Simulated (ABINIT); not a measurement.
# Completion of the band sum in GW: BP (F-43m)

Aim: few bands, with and without a completion of the sum over empty states, for BP (F-43m).

Main program and level: ABINIT 10.8.3; PBE and many-body steps on it, plane waves.

### 1. The starting structure

Symmetry: F-43m, No. 216, cubic system. The conventional cell has a = 4.538 Å, b = 4.538 Å, c = 4.538 Å, α = 90.00°, β = 90.00°, γ = 90.00°. Nearest to B lie 4 P at 1.97 Å. Nearest to P lie 4 B at 1.97 Å. Farther neighbours, and contacts between anions beyond the nearest, are not listed.

The cell and positions come from the Crystallography Open Database and are kept as given unless a step says otherwise.

### 2. Empty states on the mesh, 6×6×6 mesh, 109 bands

This step: ABINIT 10.8.3; DFT, PBE, plane waves, norm-conserving pseudopotentials.

The sums over transitions need many empty states on a uniform mesh; this step solves for them.

File run.abi:

```
acell 3*1.0 Angstrom
rprim 
  0.000000000000 2.269000000000 2.269000000000
  2.269000000000 0.000000000000 2.269000000000
  2.269000000000 2.269000000000 0.000000000000
ntypat 2
znucl 5 15
natom 2
typat 1 2
xred 
  0.000000000000 0.000000000000 0.000000000000
  0.250000000000 0.250000000000 0.250000000000
pp_dirpath "pseudos"
pseudos "B.upf, P.upf"
ecut 34
ngkpt 6 6 6
nshiftk 1
shiftk 0 0 0
kptopt 1
chksymbreak 0
irdden 1
istwfk *1
nband 109
prtvol 0
optdriver 6
gwr_task "HDIAGO"
paral_kgb 0
occopt 1
indata_prefix "in"
outdata_prefix "out"
tmpdata_prefix "tmp"
```

Started as:

```bash
> OMP_NUM_THREADS=1 mpirun -n 8 abinit run.abi > log
```

Standard output:

```text
.Version 10.8.3 of ABINIT. v10.8.2 released Aug 2026.

 Symmetries : space group F-4 3 m (#216); Bravais cF (face-center cubic)
[... echo of the input left out ...]
== DATASET  1 ==================================================================
-   mpi_nproc: 8, omp_nthreads: 1 (-1 if OMP is not activated)

--- !DatasetInfo
iteration_state: {dtset: 1, }
dimensions: {natom: 2, nkpt: 16, mband: 109, nsppol: 1, nspinor: 1, nspden: 1, mpw: 1524, }
cutoff_energies: {ecut:  34.0, pawecutdg:  -1.0, }
[...]
Indirect band gap semiconductor
 Fundamental gap:     1.347 (eV)
   VBM:     7.266 (eV) at k: [ 0.0000E+00,  0.0000E+00,  0.0000E+00]
   CBM:     8.613 (eV) at k: [ 5.0000E-01,  5.0000E-01,  0.0000E+00]
 Direct gap:         3.407 (eV) at k: [ 0.0000E+00,  0.0000E+00,  0.0000E+00]

== END DATASET(S) ==============================================================
================================================================================

 -outvars: echo values of variables after computation  --------
           etotal      0.0000000000E+00
            nband         109
             nkpt          16
          spgroup         216
 [... the other variables as echoed above ...]

 Calculation completed.
```

The job ended after 8 s (8 MPI ranks of Arm Neoverse V2, shared host; peak memory 1.4 GiB; 63 s of CPU time).

Numbers from this step:

* gap: 1.347 eV
* k of the valence top: 0, 0, 0
* k of the conduction bottom: 0.5, 0.5, 0
* least direct gap: 3.407 eV
* k points computed: 16
* lowest point of the top converged band, above the valence top: 131.7203 eV

On this mesh the gap is 1.347 eV.

The density comes from a self-consistent run that is not shown.

### 3. Screening, 6×6×6 mesh, 101 bands, screening to 228.6 eV

The RPA dielectric matrix is built and inverted for each q.

This step: RPA screening on PBE, plane waves, norm-conserving pseudopotentials.

Edit run.abi of step 2 so:

```diff
@@ -20,10 +20,11 @@
 chksymbreak 0
-irdden 1
 istwfk *1
-nband 109
-prtvol 0
-optdriver 6
-gwr_task "HDIAGO"
-paral_kgb 0
 occopt 1
+irdwfk 1
+optdriver 3
+nband 101
+ecuteps 8.4
+inclvkb 2
+awtr 1
+symchi 1
 indata_prefix "in"
```

Standard output:

```text
.Version 10.8.3 of ABINIT. v10.8.2 released Aug 2026.

 Symmetries : space group F-4 3 m (#216); Bravais cF (face-center cubic)
[... echo of the input left out ...]
== DATASET  1 ==================================================================
-   mpi_nproc: 8, omp_nthreads: 1 (-1 if OMP is not activated)

--- !DatasetInfo
iteration_state: {dtset: 1, }
dimensions: {natom: 2, nkpt: 16, mband: 101, nsppol: 1, nspinor: 1, nspden: 1, mpw: 1524, }
cutoff_energies: {ecut:  34.0, pawecutdg:  -1.0, }
electrons: {nelect:   8.00000000E+00, charge:   0.00000000E+00, occopt:   1.00000000E+00, tsmear:   1.00000000E-02, }

 SCREENING: Calculation of the susceptibility and dielectric matrices

 Based on a program developped by R.W. Godby, V. Olevano, G. Onida, and L. Reining.
 Incorporated in ABINIT by V. Olevano, G.-M. Rignanese, and M. Torrent.
.Using double precision arithmetic ; gwpc =  8

[... cell and pseudopotentials left out ...]
--------------------------------------------------------------------------------

 ==== K-mesh for the wavefunctions ====
 Number of points in the irreducible wedge :    16
[... list of points left out ...]
 Together with 24 symmetry operations and time-reversal symmetry
 yields   216 points in the full Brillouin Zone.

 ==== Q-mesh for the screening function ====
 Number of points in the irreducible wedge :    16
[... list of points left out ...]
 Together with 24 symmetry operations and time-reversal symmetry
 yields   216 points in the full Brillouin Zone.

 setmesh: FFT mesh size selected  =    24x   24x   24
          total number of points  =        13824

 vcoul_init : cutoff-mode = AUXILIARY_FUNCTION
 q-points for optical limit:   1
     1)      0.000010    0.000020    0.000030

- screening: taking advantage of time-reversal symmetry
- Maximum band index for partially occupied states nbvw = 4
- Remaining bands to be divided among processors   nbcw = 97
- Number of bands treated by each node ~12

 Number of electrons calculated from density =    8.0000; Expected =    8.0000
 average of density, n =  0.050741
 r_s =    1.6757
 omega_plasma =   21.7288 [eV]

 calculating chi0 at frequencies [eV] :
  1    0.000000E+00    0.000000E+00
  2    0.000000E+00    2.172879E+01

--------------------------------------------------------------------------------
  q-point number  1        q = ( 0.000000, 0.000000, 0.000000) [r.l.u.]
--------------------------------------------------------------------------------
[... chi0 elements left out ...]
 For q-point:  0.000010 0.000020 0.000030
  dielectric constant =   9.7372
  dielectric constant without local fields =  10.6501

  Average fulfillment of the sum rule on Im[epsilon] for q-point    1 :     91.06  [%]
[... wings left out ...]
  q-point number  2        q = ( 0.166667, 0.000000, 0.000000) [r.l.u.]
--------------------------------------------------------------------------------
[... chi0 elements left out ...]
  Average fulfillment of the sum rule on Im[epsilon] for q-point    2 :     94.57  [%]

 [... 14 further q-points ...]
```

Elapsed: 20 s, on 8 MPI ranks; peak memory 1.1 GiB; 2.7 min of CPU time.

Numbers from this step:

```yaml
eps_infinity_with_local_fields_on_this_mesh: 9.737
eps_infinity_without_local_fields_on_this_mesh: 10.65
plasma_frequency: 21.73 eV
plane_waves_in_the_screening_matrix: 169
```

Local fields lower ε∞ by 9 %.

### 4. 101 bands

The self-energy is evaluated for the states that the input lists, and the quasiparticle equation is solved.

This step: G0W0 on PBE, plane waves, norm-conserving pseudopotentials.

Edit run.abi of step 3 so:

```diff
@@ -23,8 +23,17 @@
 irdwfk 1
-optdriver 3
+optdriver 4
 nband 101
+gwcalctyp 0
+ecutsigx 34
+symsigma 1
+nkptgw 2
+kptgw 
+  0.0000000000 0.0000000000 0.0000000000
+  0.5000000000 0.5000000000 0.0000000000
+bdgw 
+  2 7
+  3 6
 ecuteps 8.4
-inclvkb 2
-awtr 1
-symchi 1
+irdscr 1
+ppmodel 1
 indata_prefix "in"
```

Standard output:

```text
.Version 10.8.3 of ABINIT. v10.8.2 released Aug 2026.

 Symmetries : space group F-4 3 m (#216); Bravais cF (face-center cubic)
[... echo of the input left out ...]
== DATASET  1 ==================================================================
-   mpi_nproc: 8, omp_nthreads: 1 (-1 if OMP is not activated)

--- !DatasetInfo
iteration_state: {dtset: 1, }
dimensions: {natom: 2, nkpt: 16, mband: 101, nsppol: 1, nspinor: 1, nspden: 1, mpw: 1524, }
cutoff_energies: {ecut:  34.0, pawecutdg:  -1.0, }
electrons: {nelect:   8.00000000E+00, charge:   0.00000000E+00, occopt:   1.00000000E+00, tsmear:   1.00000000E-02, }

 SIGMA: Calculation of the GW corrections

 Based on a program developped by R.W. Godby, V. Olevano, G. Onida, and L. Reining.
 Incorporated in ABINIT by V. Olevano, G.-M. Rignanese, and M. Torrent.
.Using double precision arithmetic ; gwpc =  8

[... cell and pseudopotentials left out ...]
--------------------------------------------------------------------------------

 ==== K-mesh for the wavefunctions ====
 Number of points in the irreducible wedge :    16
[... list of points left out ...]
 Together with 24 symmetry operations and time-reversal symmetry
 yields   216 points in the full Brillouin Zone.

 ==== Q-mesh for screening function ====
 Number of points in the irreducible wedge :    16
[... list of points left out ...]
 Together with 24 symmetry operations and time-reversal symmetry
 yields   216 points in the full Brillouin Zone.

 vcoul_init : cutoff-mode = AUXILIARY_FUNCTION
 q-points for optical limit:   1
     1)      0.000010    0.000020    0.000030
 setmesh: FFT mesh size selected  =    32x   32x   32
          total number of points  =        32768

 Number of electrons calculated from density =    8.0000; Expected =    8.0000
 average of density, n =  0.050741
 r_s =    1.6757
 omega_plasma =   21.7288 [eV]

 === KS Band Gaps ===
  >>>> For spin  1
   Minimum direct gap =   3.4068 [eV], located at k-point      :   0.0000  0.0000  0.0000
   Fundamental gap    =   1.3473 [eV], Top of valence bands at :   0.0000  0.0000  0.0000
                                       Bottom of conduction at :   0.5000  0.5000  0.0000
 SIGMA fundamental parameters:
 PLASMON POLE MODEL  1
 number of plane-waves for SigmaX                 1459
 number of plane-waves for SigmaC and W            169
 number of plane-waves for wavefunctions          1459
 number of bands                                   101
 number of independent spin polarizations            1
 number of spinorial components                      1
 number of k-points in IBZ                          16
 number of q-points in IBZ                          16
 number of symmetry operations                      24
 number of k-points in BZ                          216
 number of q-points in BZ                          216
 number of frequencies for dSigma/dE                 9
 frequency step for dSigma/dE [eV]                0.25
 number of omega for Sigma on real axis              0
 max omega for Sigma on real axis  [eV]           0.00
 zcut for avoiding poles [eV]                     0.10

 EPSILON^-1 parameters (SCR file):
 dimension of the eps^-1 matrix on file            169
 dimension of the eps^-1 matrix used               169
 number of plane-waves for wavefunctions          1459
 number of bands                                   101
 number of q-points in IBZ                          16
 number of frequencies                               2
 number of real frequencies                          1
 number of imag frequencies                          1

 matrix elements of self-energy operator (all in [eV])

 Perturbative Calculation

--- !SelfEnergy_ee
iteration_state: {dtset: 1, }
kpoint     : [   0.000,    0.000,    0.000, ]
spin       : 1
KS_gap     :    3.407
QP_gap     :    4.274
Delta_QP_KS:    0.867
data: !SigmaeeData |
     Band     E0 <VxcDFT>   SigX SigC(E0)      Z dSigC/dE  Sig(E)    E-E0       E
        2   7.266 -13.300 -15.048   0.983   0.792  -0.263 -13.906  -0.606   6.660
        3   7.266 -13.300 -15.048   0.983   0.792  -0.263 -13.906  -0.606   6.660
        4   7.266 -13.300 -15.048   0.983   0.792  -0.263 -13.906  -0.606   6.660
        5  10.672 -12.025  -7.238  -4.458   0.793  -0.261 -11.764   0.262  10.934
        6  10.672 -12.025  -7.238  -4.458   0.793  -0.261 -11.764   0.262  10.934
        7  10.672 -12.025  -7.238  -4.458   0.793  -0.261 -11.764   0.262  10.934

--- !SelfEnergy_ee
iteration_state: {dtset: 1, }
kpoint     : [   0.500,    0.500,    0.000, ]
spin       : 1
KS_gap     :    5.461
QP_gap     :    6.352
Delta_QP_KS:    0.891
data: !SigmaeeData |
     Band     E0 <VxcDFT>   SigX SigC(E0)      Z dSigC/dE  Sig(E)    E-E0       E
        3   3.152 -12.497 -15.992   2.469   0.773  -0.293 -13.290  -0.793   2.359
        4   3.152 -12.497 -15.992   2.469   0.773  -0.293 -13.290  -0.793   2.359
        5   8.613 -10.826  -6.523  -4.181   0.805  -0.243 -10.728   0.098   8.711
        6   8.933 -10.680  -6.271  -4.222   0.809  -0.235 -10.529   0.151   9.084

== END DATASET(S) ==============================================================
================================================================================

 -outvars: echo values of variables after computation  --------
           etotal      0.0000000000E+00
            nband         101
             nkpt          16
          spgroup         216
 [... the other variables as echoed above ...]

 Calculation completed.
```

It took 5.3 s on 8 MPI ranks; peak memory 1.1 GiB.

Numbers from this step:

* G0W0 gap on the mesh: 2.051 eV
* starting gap on the mesh: 1.347 eV
* k of the valence top: 0, 0, 0
* k of the conduction bottom: 0.5, 0.5, 0
* Z at the valence top: 0.792
* Z at the conduction bottom: 0.805
* least direct G0W0 gap on the computed points: 4.274 eV

The gap on the mesh goes from 1.35 eV to 2.05 eV, a correction of +0.70 eV.

### 5. Screening, 6×6×6 mesh, 12 bands, screening to 228.6 eV

This step: RPA screening on PBE, plane waves, norm-conserving pseudopotentials.

Edit run.abi of step 4 so:

```diff
@@ -23,17 +23,8 @@
 irdwfk 1
-optdriver 4
-nband 101
-gwcalctyp 0
-ecutsigx 34
-symsigma 1
-nkptgw 2
-kptgw 
-  0.0000000000 0.0000000000 0.0000000000
-  0.5000000000 0.5000000000 0.0000000000
-bdgw 
-  2 7
-  3 6
+optdriver 3
+nband 12
 ecuteps 8.4
-irdscr 1
-ppmodel 1
+inclvkb 2
+awtr 1
+symchi 1
 indata_prefix "in"
```

Standard output:

```text
.Version 10.8.3 of ABINIT. v10.8.2 released Aug 2026.

 Symmetries : space group F-4 3 m (#216); Bravais cF (face-center cubic)
[... echo of the input left out ...]
== DATASET  1 ==================================================================
-   mpi_nproc: 8, omp_nthreads: 1 (-1 if OMP is not activated)

--- !DatasetInfo
iteration_state: {dtset: 1, }
dimensions: {natom: 2, nkpt: 16, mband: 12, nsppol: 1, nspinor: 1, nspden: 1, mpw: 1524, }
cutoff_energies: {ecut:  34.0, pawecutdg:  -1.0, }
electrons: {nelect:   8.00000000E+00, charge:   0.00000000E+00, occopt:   1.00000000E+00, tsmear:   1.00000000E-02, }

 SCREENING: Calculation of the susceptibility and dielectric matrices

 Based on a program developped by R.W. Godby, V. Olevano, G. Onida, and L. Reining.
 Incorporated in ABINIT by V. Olevano, G.-M. Rignanese, and M. Torrent.
.Using double precision arithmetic ; gwpc =  8

[... cell and pseudopotentials left out ...]
--------------------------------------------------------------------------------

 ==== K-mesh for the wavefunctions ====
 Number of points in the irreducible wedge :    16
[... list of points left out ...]
 Together with 24 symmetry operations and time-reversal symmetry
 yields   216 points in the full Brillouin Zone.

 ==== Q-mesh for the screening function ====
 Number of points in the irreducible wedge :    16
[... list of points left out ...]
 Together with 24 symmetry operations and time-reversal symmetry
 yields   216 points in the full Brillouin Zone.

 setmesh: FFT mesh size selected  =    24x   24x   24
          total number of points  =        13824

 vcoul_init : cutoff-mode = AUXILIARY_FUNCTION
 q-points for optical limit:   1
     1)      0.000010    0.000020    0.000030

- screening: taking advantage of time-reversal symmetry
- Maximum band index for partially occupied states nbvw = 4
- Remaining bands to be divided among processors   nbcw = 8
- Number of bands treated by each node ~1

 Number of electrons calculated from density =    8.0000; Expected =    8.0000
 average of density, n =  0.050741
 r_s =    1.6757
 omega_plasma =   21.7288 [eV]

 calculating chi0 at frequencies [eV] :
  1    0.000000E+00    0.000000E+00
  2    0.000000E+00    2.172879E+01

--------------------------------------------------------------------------------
  q-point number  1        q = ( 0.000000, 0.000000, 0.000000) [r.l.u.]
--------------------------------------------------------------------------------
[... chi0 elements left out ...]
 For q-point:  0.000010 0.000020 0.000030
  dielectric constant =   9.6593
  dielectric constant without local fields =  10.6215

  Average fulfillment of the sum rule on Im[epsilon] for q-point    1 :     21.13  [%]
[... wings left out ...]
  q-point number  2        q = ( 0.166667, 0.000000, 0.000000) [r.l.u.]
--------------------------------------------------------------------------------
[... chi0 elements left out ...]
  Average fulfillment of the sum rule on Im[epsilon] for q-point    2 :     76.19  [%]

 [... 14 further q-points ...]
```

Elapsed: 3.1 s, on 8 MPI ranks; peak memory 0.74 GiB.

Numbers from this step:

```
ε∞ with local fields, on this mesh    : 9.659
ε∞ without local fields, on this mesh : 10.62
plasma frequency                      : 21.73 eV
plane waves in the screening matrix   : 169
```

(Part 1 of 2 ends here.)

[Long decimals in the printed logs are rounded to 6 places.]

[Logs are printed without paths, hosts, clocks, repeated set-up lines and the standing remarks that a program may print on its own settings, such as how far it seeks lower states.]

[Paths, hosts, dates, memory and timing lines, banners, echoed tables and standing remarks are left out of the program output; an Ansatz launch command may be rebuilt from the run's recorded settings. Measured values are a selection of at most five: reports struck by readers or far from the other reports are left out. None is set beside runs whose start may be inverted or whose files or cutoffs have a known fault.]

[Runs of the session that timed out or met a known fault of the program may be left out.]

[Hosts, paths, dates, database ids (printed as entryN), source tags and the programs' standing remarks are cut or masked in the printed files.]

[G0W0 gaps are taken among the corrected bands and points alone; a level outside them can change the order at an edge.]

[Where Ansatz stands beside ABINIT at settings called matched, ABINIT's density can come from a denser mesh and the files from another edition; pairs whose starting gaps differed by over 0.03 eV were left out, so agreement reads better than it is.]
